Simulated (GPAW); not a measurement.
**A GW chain in GPAW: TiO2 (Rutile)**

How does a plane-wave GW calculation on TiO2 (Rutile) run from the first input to the gap?

Main program and level: GPAW 26.7.0; LDA and many-body steps on it, plane waves.

**The experiments to reproduce.**

- Gap 3.03 eV: direct gap, E perpendicular to c; optical experiment; 1.6 K; bulk crystal (literature value) (quoted in “Shallow Valence Band of Rutile GeO2 and P-type Doping”, 2020, arxiv:2011.08928).

- Gap 3.28 eV: optical bandgap after anatase to rutile transformation; spectroscopic ellipsometry; film (polycrystalline sol-gel film on Si(100), annealed at high temperature below 800 °C) (“Photocatalytic Performance of Sol-Gel Prepared TiO2 Thin Films Annealed at Various Temperatures”, 2023, pmc:10419699).

- Gap 3.09 ± 0.06 eV: optical gap from Tauc plot assuming indirect allowed transition; UV/vis diffuse reflectance, Kubelka-Munk and Tauc analysis; film (30 nm ALD shell on quartz particles, grown at 200 C, annealed in air at 500 C; rutile-rich with some anatase) on SiO2 (quartz particles) (“Defect-Mediated Crystallization of the Particulate TiO2 Photocatalyst Grown by Atomic Layer Deposition”, 2024, pmc:11726664).

- Gap 3.05 eV: band gap; bulk crystal (literature experimental value) (quoted in “Hydrogen related defects in titanium dioxide at the interface to palladium”, 2021, arxiv:2112.05953).

**1. The starting structure**

It takes space group P4_2/mnm (No. 136, tetragonal). Conventional cell: a = 4.592 Å, b = 4.592 Å, c = 2.957 Å, α = 90.00°, β = 90.00°, γ = 90.00°. Nearest to Ti lie 6 O at 1.95 to 1.98 Å. O has 3 Ti at 1.95 to 1.98 Å nearest. Farther neighbours and most contacts between anions are not listed.

Structure file:

```cif
data_structure
_symmetry_space_group_name_H-M 'P 1'
_symmetry_Int_Tables_number 1
_cell_length_a 4.5922
_cell_length_b 4.5922
_cell_length_c 2.9574
_cell_angle_alpha 90.000
_cell_angle_beta 90.000
_cell_angle_gamma 90.000
_cell_volume 62.37
loop_
_atom_site_label
_atom_site_type_symbol
_atom_site_fract_x
_atom_site_fract_y
_atom_site_fract_z
_atom_site_occupancy
Ti1 Ti 0.00000 0.00000 0.00000 1
Ti2 Ti 0.50000 0.50000 0.50000 1
O3 O 0.30496 0.30496 0.00000 1
O4 O 0.19504 0.80496 0.50000 1
O5 O 0.69504 0.69504 0.00000 1
O6 O 0.80496 0.19504 0.50000 1
```

The cell and positions come from the Crystallography Open Database and are kept as given unless a step says otherwise.

**2. Ground state**

This step: GPAW 26.7.0; DFT, LDA, plane waves, PAW.

The ground-state density comes first.

The input, run.py:

```python
import json
import numpy as np
from gpaw.mpi import world
from ase import Atoms
from gpaw import GPAW, PW, FermiDirac

atoms = Atoms(['Ti', 'Ti', 'O', 'O', 'O', 'O'],
    cell=[[4.5922000000, 0.0000000000, 0.0000000000],
      [0.0000000000, 4.5922000000, 0.0000000000],
      [0.0000000000, 0.0000000000, 2.9574000000]],
    scaled_positions=[[0.0000000000, 0.0000000000, 0.0000000000],
      [0.5000000000, 0.5000000000, 0.5000000000],
      [0.3049600000, 0.3049600000, 0.0000000000],
      [0.1950400000, 0.8049600000, 0.5000000000],
      [0.6950400000, 0.6950400000, 0.0000000000],
      [0.8049600000, 0.1950400000, 0.5000000000]],
    pbc=(True, True, True))
calc = GPAW(mode=PW(600),
    xc='LDA',
    kpts={'size': (6, 6, 8), 'gamma': True},
    occupations=FermiDirac(0.001),
    nbands=-9,
    convergence={'density': 1e-6, 'bands': -3},
    maxiter=100,
    txt='gs.txt')
atoms.calc = calc
res = {'energy': atoms.get_potential_energy()}
kpts = calc.get_ibz_k_points()
res['kpts'] = kpts
res['eigenvalues'] = [calc.get_eigenvalues(kpt=k) for k in range(len(kpts))]
res['n_electrons'] = calc.get_number_of_electrons()
calc.write('gs.gpw')

if world.rank == 0:
    with open('result.json', 'w') as f:
        json.dump(res, f, default=lambda x: x.tolist())
```

The run is started by

```sh
$ mpirun -n 4 gpaw python run.py
```

Numbers of over 12 decimals in the logs are rounded to 6 here.

Log:

```text
__  _  _
 | _ |_)|_||  |
 |__||  | ||/\| - 26.7.0

Input parameters:
  mode=PW(ecut=600.0),
  convergence={'density': 1e-06, 'bands': -3},
  kpts=MonkhorstPack(size=(6, 6, 8), gamma=True),
  maxiter=100,
  nbands=-9,
  occupations=Occupations(name='fermi-dirac', width=0.001, fixmagmom=False),
  xc=XC(name='LDA')
  [... matrices ...]
Diagonalizing LCAO Hamiltonian
Converting LCAO to pw mode
    .----------.
   /|          |
  / |          |
 *  | O Ti     |
 |  .-----O----.
 | /       O  /
 |/  O       /
 Ti---------*

Atoms  # Å, Bohr magnetons
|   | symbol |        x |        y |        z |    initial magnetic moments |
| 0 |     Ti | 0.000000 | 0.000000 | 0.000000 | ( 0.0000,  0.0000,  0.0000) |
| 1 |     Ti | 2.296100 | 2.296100 | 1.478700 | ( 0.0000,  0.0000,  0.0000) |
| 2 |      O | 1.400437 | 1.400437 | 0.000000 | ( 0.0000,  0.0000,  0.0000) |
| 3 |      O | 0.895663 | 3.696537 | 1.478700 | ( 0.0000,  0.0000,  0.0000) |
| 4 |      O | 3.191763 | 3.191763 | 0.000000 | ( 0.0000,  0.0000,  0.0000) |
| 5 |      O | 3.696537 | 0.895663 | 1.478700 | ( 0.0000,  0.0000,  0.0000) |

Unit cell  # Å
| periodic |        x |        y |        z |  lengths |    angles |
|      yes | 4.592200 | 0.000000 | 0.000000 | 4.592200 | 90.000000 |
|      yes | 0.000000 | 4.592200 | 0.000000 | 4.592200 | 90.000000 |
|      yes | 0.000000 | 0.000000 | 2.957400 | 2.957400 | 90.000000 |

Number of symmetries: 8
Symmetry operations  # r_c * U_cc + t_c -> r_c
|   | kind |            matrix            |
| 0 |  E   |  1, 0, 0,  0, 1, 0,  0, 0, 1 |
| 1 |  σ   |  1, 0, 0,  0, 1, 0,  0, 0,-1 |
| 2 |  σ   |  0, 1, 0,  1, 0, 0,  0, 0, 1 |
| 3 |  C2  |  0, 1, 0,  1, 0, 0,  0, 0,-1 |
| 4 |  σ   |  0,-1, 0, -1, 0, 0,  0, 0, 1 |
| 5 |  C2  |  0,-1, 0, -1, 0, 0,  0, 0,-1 |
| 6 |  C2  | -1, 0, 0,  0,-1, 0,  0, 0, 1 |
| 7 |  i   | -1, 0, 0,  0,-1, 0,  0, 0,-1 |

BZ-sampling:
  Number of BZ points: 288
  Number of IBZ points: 65

  Monkhorst-Pack size: [6, 6, 8]
  Monkhorst-Pack shift: [0.083333, 0.083333, 0.0625]

K-points  # in reciprocal-cell coordinates
|     |                                coordinates |     weight |
|   0 | (  0.00000000,   0.00000000,   0.00000000) | 0.00347222 |
|   1 | (  0.00000000,   0.00000000,   0.12500000) | 0.00694444 |
|   2 | (  0.00000000,   0.00000000,   0.25000000) | 0.00694444 |
|   3 | (  0.00000000,   0.00000000,   0.37500000) | 0.00694444 |
|   4 | (  0.00000000,   0.00000000,   0.50000000) | 0.00347222 |
|   5 | (  0.16666667,  -0.16666667,   0.00000000) | 0.00694444 |
|   6 | (  0.16666667,  -0.16666667,   0.12500000) | 0.01388889 |
|   7 | (  0.16666667,  -0.16666667,   0.25000000) | 0.01388889 |
|   8 | (  0.16666667,  -0.16666667,   0.37500000) | 0.01388889 |
|   9 | (  0.16666667,  -0.16666667,   0.50000000) | 0.00694444 |
| ... |                                            |            |
|  64 | (  0.50000000,   0.50000000,   0.50000000) | 0.00347222 |

Plane wave coefficients: 2102
Cutoff: 600.0 eV

Spin-components: 1 (collinear spins)
Bands:           33
Projectors:      32
Spin-degeneracy: 2
Datatype:        complex128

  Storage: CPU
  Wave functions: 70_802_160 bytes (17_700_540 per core)
  Projectors: 55_783_520 bytes (13_945_880 per core)
  [... matrices ...]
Parallelization:
  kpt:    4
  domain: 1
  band:   1

Density:
  Valence electrons: 48.0
  Components: 1
  Grid points: [27 27 18]
  Charge: 0.0  # |e|

Potential:
  Grid points: [27 27 18]

species:
  Ti:
    name:    Titanium
    Z:       22.0
    valence: 12
    core:    10
    charge:  0.0  # [|e|]
    compensation charges:
      type: gauss
      rc: 0.38  # [Å]
      lmax: 2
    cutoffs:
      filter: 2.23  # [Å]
      core: 1.02  # [Å]
    projectors
    | kind |    occ | energy [eV] | rcut [Å] |
    |   3s |  2.000 |     -62.257 |    1.270 |
    |   4s |  2.000 |      -4.593 |    1.270 |
    |   3p |  6.000 |     -38.791 |    1.058 |
    |   4p |  0.000 |      -1.536 |    1.058 |
    |   3d |  2.000 |      -4.463 |    1.058 |
    |    d |        |      22.748 |    1.058 |

    Using partial waves for Ti as LCAO basis

  O:
    name:    Oxygen
    Z:       8.0
    valence: 6
    core:    2
    charge:  0.0  # [|e|]
    compensation charges:
      type: gauss
      rc: 0.21  # [Å]
      lmax: 2
    cutoffs:
      filter: 1.17  # [Å]
      core: 0.83  # [Å]
    projectors
    | kind |    occ | energy [eV] | rcut [Å] |
    |   2s |  2.000 |     -23.752 |    0.688 |
    |   2p |  4.000 |      -9.195 |    0.598 |
    |    s |        |       3.459 |    0.688 |
    |    p |        |      18.016 |    0.598 |
    |    d |        |       0.000 |    0.619 |

    Using partial waves for O as LCAO basis

Reference energy: -54459.530392  # eV

eigensolver:
  PPCG
  Converge bands: -3
  niter=2

density mixing:
  MSR1-Mixer
  Pratt-step length: 0.05
  Maximum mixing coefficient: 0.75
  Old densities: 10
  SVD Regularization: 0.005
  Good broyden scale: 1.0
  Trust region scale: 1.0
  Backstep threshold: 4.0
  History deletion threshold: 6.0
  Fourier metric: weight=20.0, sigma=0.015

occupation numbers:
  Fermi-Dirac:
    width: 0.0010  # eV

poisson solver:
  ecut: 4800.0  # eV

xc functional:
  name: None

Initialization done in: 3.516 s

convergence criteria:
- Maximum integral of absolute [dens]ity change: 1e-06 electrons / valence electron
- Maximum [total energy] change in last 3 cyles: 0.0005 eV / valence electron
- Maximum integral of absolute [eigenst]ate change: 4e-08 eV^2 / valence electron
maximum number of iterations: 100

SCF iterations
|iter     |     time |      energy | eigst |  dens |
|iter:   1|  |  -66.120949 | +0.37 |       |
|iter:   2|  |  -63.199962 | -0.96 | -0.80 |
|iter:   3|  |  -57.768978 | +0.39 | -0.86 |
|iter:   4|  |  -57.236665 | -0.67 | -1.31 |
|iter:   5|  |  -57.174425 | -1.55 | -1.61 |
|iter:   6|  |  -57.161111 | -2.91 | -2.04 |
|iter:   7|  |  -57.160541c| -3.39 | -2.79 |
|iter:   8|  |  -57.160333c| -4.06 | -3.13 |
|iter:   9|  |  -57.160320c| -5.33 | -3.54 |
|iter:  10|  |  -57.160320c| -6.93 | -4.19 |
|iter:  11|  |  -57.160320c| -7.40c| -4.79 |
|iter:  12|  |  -57.160320c| -7.61c| -5.08 |
|iter:  13|  |  -57.160320c| -8.04c| -5.60 |
|iter:  14|  |  -57.160320c| -8.72c| -6.18c|

Converged in 14 steps
SCF loop duration: 14.609 s (1.044 s/step)
Energy contributions relative to reference atoms: (reference = -54459.530392)
  [... matrices ...]
Energy contributions:
  Kinetic:          50.285261
  Coulomb:         -60.412677
  Zero:              0.866696
  External:          0.000000
  Xc:              -47.899600
  Entropy:          -0.000000
  Spinorbit:         0.000000
  ----------------------------
  Free energy:     -57.160320
  Extrapolated:    -57.160320

dipole moment: (-14.883511, -14.883511, -26.144900)  # |e|*Ang

Fermi level: 5.965
Eigenvalues  # (at kpt = [0.000, 0.000, 0.000])
| band index |      eig [eV] | occ [0-2] |
|          0 |       -50.944 |     2.000 |
|        ... |               |           |
|         16 |         1.439 |     2.000 |
|         17 |         2.698 |     2.000 |
|         18 |         2.698 |     2.000 |
|         19 |         3.289 |     2.000 |
|         20 |         4.585 |     2.000 |
|         21 |         4.837 |     2.000 |
|         22 |         4.837 |     2.000 |
|         23 |         5.283 |     2.000 |
|         24 |         7.106 |     0.000 |
[...]
|         28 |         7.745 |     0.000 |
|         29 |         9.749 |     0.000 |
|         30 |         9.882 |     0.000 |
|         31 |        11.978 |     0.000 |
|         32 |        12.943 |     0.000 |

Gap: 1.823 eV
Transition (v -> c):
  (s=0, k=0, n=23, [0.00, 0.00, 0.00]) -> (s=0, k=0, n=24, [0.00, 0.00, 0.00])
No difference between direct/indirect transitions
# Writing to gs.gpw (mode='')
  [... matrices ...]
```

It took 20 s on 4 MPI ranks of AMD EPYC 9R14 (Zen 4), shared host; peak memory 0.84 GiB; 79 s of CPU time.

This step gave:

```yaml
total_energy: -57.1603 eV
gap: 1.823 eV
k_of_the_valence_top: 0, 0, 0
k_of_the_conduction_bottom: 0, 0, 0
least_direct_gap: 1.823 eV
```

The gap is direct, at Γ.

**3. Bands along the symmetry lines**

Levels along a band path, at the cheap level, show where the edges lie and whether the meshes to come will hold them.

The input, run.py:

```python
import json
import numpy as np
from gpaw.mpi import world
from gpaw import GPAW

path = [[0.000000, 0.000000, 0.000000],
    [0.000000, 0.062500, 0.000000],
    [0.000000, 0.125000, 0.000000],
    [0.000000, 0.187500, 0.000000],
    [0.000000, 0.250000, 0.000000],
    [0.000000, 0.312500, 0.000000],
    [0.000000, 0.375000, 0.000000],
    [0.000000, 0.437500, 0.000000],
    [0.000000, 0.500000, 0.000000],
    [0.062500, 0.500000, 0.000000],
    [0.125000, 0.500000, 0.000000],
    [0.187500, 0.500000, 0.000000],
    [0.250000, 0.500000, 0.000000],
    [0.312500, 0.500000, 0.000000],
    [0.375000, 0.500000, 0.000000],
    [0.437500, 0.500000, 0.000000],
    [0.500000, 0.500000, 0.000000],
    [0.437500, 0.437500, 0.000000],
    [0.375000, 0.375000, 0.000000],
    [0.312500, 0.312500, 0.000000],
    [0.250000, 0.250000, 0.000000],
    [0.187500, 0.187500, 0.000000],
    [0.125000, 0.125000, 0.000000],
    [0.062500, 0.062500, 0.000000],
    [0.000000, 0.000000, 0.000000],
    [0.000000, 0.000000, 0.062500],
    [0.000000, 0.000000, 0.125000],
    [0.000000, 0.000000, 0.187500],
    [0.000000, 0.000000, 0.250000],
    [0.000000, 0.000000, 0.312500],
    [0.000000, 0.000000, 0.375000],
    [0.000000, 0.000000, 0.437500],
    [0.000000, 0.000000, 0.500000],
    [0.000000, 0.062500, 0.500000],
    [0.000000, 0.125000, 0.500000],
    [0.000000, 0.187500, 0.500000],
    [0.000000, 0.250000, 0.500000],
    [0.000000, 0.312500, 0.500000],
    [0.000000, 0.375000, 0.500000],
    [0.000000, 0.437500, 0.500000],
    [0.000000, 0.500000, 0.500000],
    [0.062500, 0.500000, 0.500000],
    [0.125000, 0.500000, 0.500000],
    [0.187500, 0.500000, 0.500000],
    [0.250000, 0.500000, 0.500000],
    [0.312500, 0.500000, 0.500000],
    [0.375000, 0.500000, 0.500000],
    [0.437500, 0.500000, 0.500000],
    [0.500000, 0.500000, 0.500000],
    [0.437500, 0.437500, 0.500000],
    [0.375000, 0.375000, 0.500000],
    [0.312500, 0.312500, 0.500000],
    [0.250000, 0.250000, 0.500000],
    [0.187500, 0.187500, 0.500000],
    [0.125000, 0.125000, 0.500000],
    [0.062500, 0.062500, 0.500000],
    [0.000000, 0.000000, 0.500000],
    [0.000000, 0.500000, 0.000000],
    [0.000000, 0.500000, 0.062500],
    [0.000000, 0.500000, 0.125000],
    [0.000000, 0.500000, 0.187500],
    [0.000000, 0.500000, 0.250000],
    [0.000000, 0.500000, 0.312500],
    [0.000000, 0.500000, 0.375000],
    [0.000000, 0.500000, 0.437500],
    [0.000000, 0.500000, 0.500000],
    [0.500000, 0.500000, 0.000000],
    [0.500000, 0.500000, 0.062500],
    [0.500000, 0.500000, 0.125000],
    [0.500000, 0.500000, 0.187500],
    [0.500000, 0.500000, 0.250000],
    [0.500000, 0.500000, 0.312500],
    [0.500000, 0.500000, 0.375000],
    [0.500000, 0.500000, 0.437500],
    [0.500000, 0.500000, 0.500000]]
calc = GPAW('gs.gpw').fixed_density(kpts=path,
    symmetry='off',
    nbands=34,
    convergence={'bands': 30},
    txt='bands.txt')
res = {}
kpts = calc.get_ibz_k_points()
res['kpts'] = kpts
res['eigenvalues'] = [calc.get_eigenvalues(kpt=k) for k in range(len(kpts))]
res['n_electrons'] = calc.get_number_of_electrons()

if world.rank == 0:
    with open('result.json', 'w') as f:
        json.dump(res, f, default=lambda x: x.tolist())
```

The run is started by

```sh
$ mpirun -n 4 gpaw python run.py
```

Log:

```text
Diagonalizing LCAO Hamiltonian
Converting LCAO to pw mode
convergence criteria:
- Maximum integral of absolute [eigenst]ate change: 4e-08 eV^2 / valence electron
maximum number of iterations: 100

SCF iterations
|iter     |     time |      energy | eigst |  dens |
|iter:   1|  |             | +0.15 |       |
|iter:   2|  |             | -1.84 |       |
|iter:   3|  |             | -3.18 |       |
|iter:   4|  |             | -4.75 |       |
|iter:   5|  |             | -5.81 |       |
|iter:   6|  |             | -7.13 |       |
|iter:   7|  |             | -7.76c|       |
SCF steps: 7
  __  _  _
 | _ |_)|_||  |
 |__||  | ||/\| - 26.7.0

Input parameters:
  mode=PW(ecut=600.0),
  convergence={'bands': 30},
  gpts=array([27, 27, 18]),
  kpts=KPoints(kpts=array([[0.    , 0.    , 0.    ],
         [0.    , 0.0625, 0.    ],
         [0.    , 0.125 , 0.    ],
         [0.    , 0.1875, 0.    ],
         [0.    , 0.25  , 0.    ],
         [0.    , 0.3125, 0.    ],
         [0.    , 0.375 , 0.    ],
[...]
[0.0625, 0.5   , 0.    ],
[...]
[0.1875, 0.5   , 0.    ],
[...]
[0.3125, 0.5   , 0.    ],
[...]
[0.4375, 0.4375, 0.    ],
[...]
[0.3125, 0.3125, 0.    ],
[...]
[0.1875, 0.1875, 0.    ],
[...]
[0.    , 0.    , 0.0625],
[...]
[0.    , 0.    , 0.1875],
[...]
[0.    , 0.    , 0.3125],
[...]
[0.    , 0.3125, 0.5   ],
[...]
[0.    , 0.4375, 0.5   ],
[...]
[0.3125, 0.5   , 0.5   ],
[...]
[0.4375, 0.5   , 0.5   ],
[...]
[0.1875, 0.1875, 0.5   ],
[...]
[0.0625, 0.0625, 0.5   ],
[...]
[0.5   , 0.5   , 0.25  ],
         [0.5   , 0.5   , 0.3125],
         [0.5   , 0.5   , 0.375 ],
         [0.5   , 0.5   , 0.4375],
         [0.5   , 0.5   , 0.5   ]])),
  maxiter=100,
  nbands=34,
  occupations=Occupations(name='fermi-dirac', width=0.001, fixmagmom=False),
  parallel={},
  symmetry=Symmetry(point_group=False, time_reversal=False),
  xc=XC(name='LDA')
  [... matrices ...]
timing:  # [seconds]
  Total: 0.027  # ━━━━━━━━━━━━━━━━━━━━━━━━━━━━━━━━━━━━━━━━━━━━━━━━━━━━━━━━━━━
```

Elapsed: 14 s, on 4 MPI ranks; peak memory 0.91 GiB; 55 s of CPU time.

This step gave:

| Property | Result |
| --- | --- |
| gap | 1.823 eV |
| k of the valence top | 0, 0, 0 |
| k of the conduction bottom | 0, 0, 0 |
| least direct gap | 1.823 eV |

The gap is 1.823 eV, as in the run before at this level.

The electronic bands at the labelled points (eV, zero at the top of the highest filled band):

| point | band 21 | band 22 | band 23 | band 24 | band 25 | band 26 | band 27 | band 28 |
| --- | --- | --- | --- | --- | --- | --- | --- | --- |
| Γ | -0.70 | -0.45 | -0.45 | 0.00 | 1.82 | 2.11 | 2.37 | 2.46 |
| halfway | -1.45 | -1.07 | -0.83 | -0.23 | 2.13 | 2.44 | 2.69 | 2.77 |
| X | -1.66 | -1.66 | -0.76 | -0.76 | 2.50 | 2.50 | 3.00 | 3.00 |
| halfway | -1.49 | -1.49 | -1.11 | -1.11 | 2.23 | 2.23 | 2.74 | 2.74 |
| M | -1.31 | -1.31 | -1.06 | -1.06 | 1.87 | 1.87 | 2.49 | 2.49 |
| halfway | -1.77 | -1.14 | -1.14 | -0.40 | 1.90 | 2.47 | 2.54 | 3.00 |
| Γ | -0.70 | -0.45 | -0.45 | 0.00 | 1.82 | 2.11 | 2.37 | 2.46 |
| halfway | -1.80 | -1.50 | -1.50 | -0.48 | 2.18 | 2.52 | 2.81 | 3.12 |
| Z | -2.43 | -2.43 | -1.44 | -1.44 | 2.95 | 2.95 | 3.14 | 3.14 |
| halfway | -1.82 | -1.82 | -1.65 | -1.65 | 2.42 | 2.42 | 3.16 | 3.16 |
| R | -2.08 | -2.08 | -1.05 | -1.05 | 1.85 | 1.85 | 3.17 | 3.17 |
| halfway | -1.55 | -1.55 | -0.89 | -0.89 | 2.11 | 2.11 | 3.18 | 3.18 |
| A | -1.30 | -1.30 | -0.68 | -0.68 | 2.55 | 2.55 | 3.19 | 3.19 |
| halfway | -1.89 | -1.59 | -1.40 | -1.22 | 2.05 | 2.74 | 3.15 | 3.16 |
| Z | -2.43 | -2.43 | -1.44 | -1.44 | 2.95 | 2.95 | 3.14 | 3.14 |
| jump to X | -1.66 | -1.66 | -0.76 | -0.76 | 2.50 | 2.50 | 3.00 | 3.00 |
| halfway | -1.99 | -1.99 | -0.86 | -0.86 | 2.52 | 2.52 | 3.17 | 3.17 |
| R | -2.08 | -2.08 | -1.05 | -1.05 | 1.85 | 1.85 | 3.17 | 3.17 |
| jump to M | -1.31 | -1.31 | -1.06 | -1.06 | 1.87 | 1.87 | 2.49 | 2.49 |
| halfway | -1.82 | -1.82 | -1.36 | -1.36 | 2.66 | 2.66 | 2.85 | 2.85 |
| A | -1.30 | -1.30 | -0.68 | -0.68 | 2.55 | 2.55 | 3.19 | 3.19 |

**4. Empty states on the mesh, 4×4×6 mesh, 410 bands**

The sums over transitions need many empty states on a uniform mesh; this step solves for them.

The input, run.py:

```python
import json
import numpy as np
from gpaw.mpi import world
from gpaw import GPAW

calc = GPAW('gs.gpw').fixed_density(kpts={'size': (4, 4, 6), 'gamma': True},
    parallel={'domain': 1, 'band': 1},
    txt='nscf.txt')
calc.diagonalize_full_hamiltonian(nbands=410)
calc.write('full.gpw', mode='all')
res = {}
kpts = calc.get_ibz_k_points()
res['kpts'] = kpts
res['eigenvalues'] = [calc.get_eigenvalues(kpt=k) for k in range(len(kpts))]
res['n_electrons'] = calc.get_number_of_electrons()

if world.rank == 0:
    with open('result.json', 'w') as f:
        json.dump(res, f, default=lambda x: x.tolist())
```

The run is started by

```sh
$ mpirun -n 4 gpaw python run.py
```

Log:

```text
Diagonalizing LCAO Hamiltonian
Converting LCAO to pw mode
convergence criteria:
- Maximum integral of absolute [eigenst]ate change: 4e-08 eV^2 / valence electron
maximum number of iterations: 100

SCF iterations
|iter     |     time |      energy | eigst |  dens |
|iter:   1|  |             | +0.17 |       |
|iter:   2|  |             | -1.80 |       |
|iter:   3|  |             | -3.05 |       |
[...]
|iter:   7|  |             | -6.40 |       |
|iter:   8|  |             | -7.14 |       |
|iter:   9|  |             | -7.52c|       |
SCF steps: 9
  __  _  _
 | _ |_)|_||  |
 |__||  | ||/\| - 26.7.0

Input parameters:
  mode=PW(ecut=600.0),
  convergence={'density': 1e-06, 'bands': -3},
  gpts=array([27, 27, 18]),
  kpts=MonkhorstPack(size=(4, 4, 6), gamma=True),
  maxiter=100,
  nbands=33,
  occupations=Occupations(name='fermi-dirac', width=0.001, fixmagmom=False),
  parallel={'domain': 1, 'band': 1},
  xc=XC(name='LDA')
Matrix size: 2092x2092
# Writing to full.gpw (mode='all')
  [... matrices ...]

timing:  # [seconds]
  Total: 33.436  # ━━━━━━━━━━━━━━━━━━━━━━━━━━━━━━━━━━━━━━━━━━━━━━━━━━━━━━━━━━
```

It took 42 s on 4 MPI ranks; peak memory 2.5 GiB; 2.8 min of CPU time.

Numbers from this step:

| Quantity | Value |
| --- | --- |
| gap | 1.823 eV |
| k of the valence top | 0, 0, 0 |
| k of the conduction bottom | 0, 0, 0 |
| least direct gap | 1.823 eV |
| k points computed | 28 |
| lowest point of the top converged band, above the valence top | 181.7620 eV |

On this mesh the gap is 1.823 eV.

(Part 1 of 2 ends here.)

[Paths, hosts, dates, memory and timing lines, banners, echoed tables and standing remarks are left out of the program output.]

[Logs are printed without paths, hosts, clocks, repeated set-up lines and the standing remarks that a program may print on its own settings, such as how far it seeks lower states.]

[Runs of the session that timed out or met a known fault of the program may be left out.]

[Hosts, paths, dates, database ids (printed as entryN), source tags and the programs' standing remarks are cut or masked in the printed files.]
